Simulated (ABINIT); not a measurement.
# BaH2 (P6_3/mmc): G0W0 in ABINIT against the exchange cutoff

Wanted: the cheapest exchange cutoff that holds the gap of BaH2 (P6_3/mmc).

Method: PBEsol and many-body steps on it, plane waves, in ABINIT 10.8.3.

Report form: the programs' logs are mostly left out.

### 1. Set-up

The structure is hexagonal, space group P6_3/mmc (No. 194). Conventional cell: a = 4.462 Å, b = 4.462 Å, c = 6.055 Å, α = 90.00°, β = 90.00°, γ = 120.00°. Nearest to Ba lie 11 H at 2.58 to 3.03 Å. Nearest to H lie 5 Ba at 2.58 to 3.03 Å and 6 H at 2.99 Å. H has 6 Ba at 2.99 Å and 8 H at 2.99 to 3.03 Å nearest. Farther neighbours are not listed.

The cell and positions are those that the Materials Project relaxed with its own functionals (PBE, PBE+U or r2SCAN), kept fixed. Spin-orbit coupling is left out unless a step names it.

### 2. Screening, 3×3×2 mesh, 133 bands, screening to 130.6 eV

This step: ABINIT 10.8.3; RPA screening on PBEsol, plane waves, norm-conserving pseudopotentials.

The RPA dielectric matrix is built and inverted for each q.

Input file run.abi:

```
acell 3*1.0 Angstrom
rprim 
  4.462025052349 0.000000000014 0.000000000000
  -2.231012526186 3.864227047650 0.000000000000
  0.000000000000 0.000000000000 6.055292590000
ntypat 2
znucl 56 1
natom 6
typat 1 1 2 2 2 2
xred 
  0.666666666667 0.333333333333 0.750000000000
  0.333333333333 0.666666666667 0.250000000000
  0.333333333333 0.666666666667 0.750000000000
  0.666666666667 0.333333333333 0.250000000000
  0.000000000000 0.000000000000 0.500000000000
  0.000000000000 0.000000000000 0.000000000000
pp_dirpath "pseudos"
pseudos "Ba.upf, H.upf"
ecut 32
ngkpt 3 3 2
nshiftk 1
shiftk 0 0 0
kptopt 1
chksymbreak 0
istwfk *1
occopt 1
irdwfk 1
optdriver 3
nband 133
ecuteps 4.8
inclvkb 2
awtr 1
symchi 1
indata_prefix "in"
outdata_prefix "out"
tmpdata_prefix "tmp"
```

Run with:

```bash
> OMP_NUM_THREADS=1 mpirun -n 4 abinit run.abi > log
```

The job ended after 58 s (4 MPI ranks of Intel Xeon Platinum 8259CL at 2.50GHz (Skylake/Cascade Lake), shared host; peak memory 1.4 GiB; 3.8 min of CPU time).

Numbers from this step:

```yaml
eps_infinity_with_local_fields_on_this_mesh_along_the_program_s_q_direction: 5.840
the_same_without_local_fields: 6.504
plasma_frequency: 17.80 eV
plane_waves_in_the_screening_matrix: 329
```

Local fields lower ε∞ by 10 %. On a Γ-centred mesh this coarse the value itself is usually too large, while a short band sum pulls it down.

### 3. 3.2 Ha

This step: G0W0 on PBEsol, plane waves, norm-conserving pseudopotentials.

run.abi, as its differences from that of step 2:

```diff
@@ -27,8 +27,17 @@
 irdwfk 1
-optdriver 3
+optdriver 4
 nband 133
+gwcalctyp 0
+ecutsigx 3.2
+symsigma 1
+nkptgw 2
+kptgw 
+  0.0000000000 0.0000000000 0.0000000000
+  0.3333333333 0.3333333333 0.5000000000
+bdgw 
+  11 14
+  11 14
 ecuteps 4.8
-inclvkb 2
-awtr 1
-symchi 1
+irdscr 1
+ppmodel 1
 indata_prefix "in"
```

The job ended after 12 s (4 MPI ranks; peak memory 0.8 GiB).

This step gave:

- G0W0 gap on the points computed: 2.962 eV
- starting gap on the mesh: 1.473 eV
- k of the valence top: 0, 0, 0
- k of the conduction bottom: 0.3333, 0.3333, 0.5
- Z at the valence top: 0.777
- Z at the conduction bottom: 0.815
- least direct G0W0 gap on the computed points: 4.293 eV

### 4. 6.4 Ha

run.abi, as its differences from that of step 3:

```diff
@@ -30,3 +30,3 @@
 gwcalctyp 0
-ecutsigx 3.2
+ecutsigx 6.4
 symsigma 1
```

The job ended after 23 s (4 MPI ranks; peak memory 1.2 GiB).

Numbers from this step:

```yaml
g0w0_gap_on_the_points_computed: 2.99 eV
starting_gap_on_the_mesh: 1.473 eV
k_of_the_valence_top: 0, 0, 0
k_of_the_conduction_bottom: 0.3333, 0.3333, 0.5
z_at_the_valence_top: 0.775
z_at_the_conduction_bottom: 0.814
least_direct_g0w0_gap_on_the_computed_points: 4.301 eV
```

### 5. 12.8 Ha

The self-energy is evaluated for the states that the input lists, and the levels follow from it, in one-shot runs by the linearised quasiparticle equation.

run.abi, as its differences from that of step 4:

```diff
@@ -30,3 +30,3 @@
 gwcalctyp 0
-ecutsigx 6.4
+ecutsigx 12.8
 symsigma 1
```

Run time: 22 s. Hardware: 4 MPI ranks; peak memory 1.2 GiB.

Numbers from this step:

| Item | Value |
| --- | --- |
| G0W0 gap on the points computed | 2.995 eV |
| starting gap on the mesh | 1.473 eV |
| k of the valence top | 0, 0, 0 |
| k of the conduction bottom | 0.3333, 0.3333, 0.5 |
| least direct G0W0 gap on the computed points | 4.308 eV |

The gap on the mesh goes from 1.47 eV to 2.99 eV, a correction of +1.52 eV.

### 6. 22.4 Ha

run.abi, as its differences from that of step 5:

```diff
@@ -30,3 +30,3 @@
 gwcalctyp 0
-ecutsigx 12.8
+ecutsigx 22.4
 symsigma 1
```

The job ended after 20 s (4 MPI ranks; peak memory 1.2 GiB).

Numbers from this step:

* G0W0 gap on the points computed: 2.996 eV
* starting gap on the mesh: 1.473 eV
* k of the valence top: 0, 0, 0
* k of the conduction bottom: 0.3333, 0.3333, 0.5
* least direct G0W0 gap on the computed points: 4.309 eV

Against the run before, the gap moves by +0.001 eV.

### 7. 32 Ha

run.abi, as its differences from that of step 6:

```diff
@@ -30,3 +30,3 @@
 gwcalctyp 0
-ecutsigx 22.4
+ecutsigx 32
 symsigma 1
```

Run time: 27 s. Hardware: 4 MPI ranks; peak memory 1.3 GiB; 1.8 min of CPU time.

This step gave:

| Quantity | Value |
| --- | --- |
| G0W0 gap on the points computed | 2.996 eV |
| starting gap on the mesh | 1.473 eV |
| k of the valence top | 0, 0, 0 |
| k of the conduction bottom | 0.3333, 0.3333, 0.5 |
| least direct G0W0 gap on the computed points | 4.309 eV |

Against the run before, the gap moves by +0.000 eV.

### 8. The runs together

Times are wall times on 4 MPI ranks of Intel Xeon Platinum 8259CL at 2.50GHz (Skylake/Cascade Lake), shared host, good to a factor of about two. A run's time includes the screening step that it read.

| run | mesh | bands | screening cutoff (eV) | DFT gap (eV) | gap on the mesh (eV) | direct (eV) | ε∞ used | time |
| --- | --- | --- | --- | --- | --- | --- | --- | --- |
| 3.2 Ha | 3×3×2 | 133 | 130.6 | 1.473 | 2.962 | 4.293 | 5.84 | 70 s |
| 6.4 Ha | 3×3×2 | 133 | 130.6 | 1.473 | 2.990 | 4.301 | 5.84 | 81 s |
| 12.8 Ha | 3×3×2 | 133 | 130.6 | 1.473 | 2.995 | 4.308 | 5.84 | 80 s |
| 22.4 Ha | 3×3×2 | 133 | 130.6 | 1.473 | 2.996 | 4.309 | 5.84 | 78 s |
| 32 Ha | 3×3×2 | 133 | 130.6 | 1.473 | 2.996 | 4.309 | 5.84 | 85 s |

### 9. What came out

- 3.2 Ha: 2.962 eV
- 6.4 Ha: 2.990 eV
- 12.8 Ha: 2.995 eV
- 22.4 Ha: 2.996 eV
- 32 Ha: 2.996 eV
- known limits: not at the basis limit; no spin-orbit coupling; coarse k mesh

What this shows: The setting moved: exchange cutoff. From 3.2 Ha to 32 Ha the gap moves by +0.03 eV. It holds to 0.03 eV from 6.4 Ha on. Bands and screening cutoff are coupled, so a series along one setting does not show full convergence. Below the screening cutoff the correlation part is cut too. Bands and cutoff are finite, so the gap is not at the basis limit. The miss can reach some tenths of an eV and take either sign; the mesh is an error of its own. In the G0W0 runs levels were corrected at 2 k points alone, so a gap called «on the mesh» is the least over those, and an edge elsewhere would be missed. The 3×3×2 mesh is coarse for this cell, which bears on the long-range parts of exchange and screening. The many-body steps are scalar-relativistic: spin-orbit coupling is not in them.

[Paths, hosts, dates, memory and timing lines, banners, echoed tables and standing remarks are left out of the program output.]

[Logs are printed without paths, hosts, clocks, repeated set-up lines and the standing remarks that a program may print on its own settings, such as how far it seeks lower states.]

[Runs of the session that timed out or met a known fault of the program may be left out.]

[Hosts, paths, dates, database ids (printed as entryN), source tags and the programs' standing remarks are cut or masked in the printed files.]

[G0W0 gaps are taken among the corrected bands and points alone; a level outside them can change the order at an edge.]

[Where Ansatz stands beside ABINIT at settings called matched, ABINIT's density can come from a denser mesh and the files from another edition; pairs whose starting gaps differed by over 0.03 eV were left out, so agreement reads better than it is.]
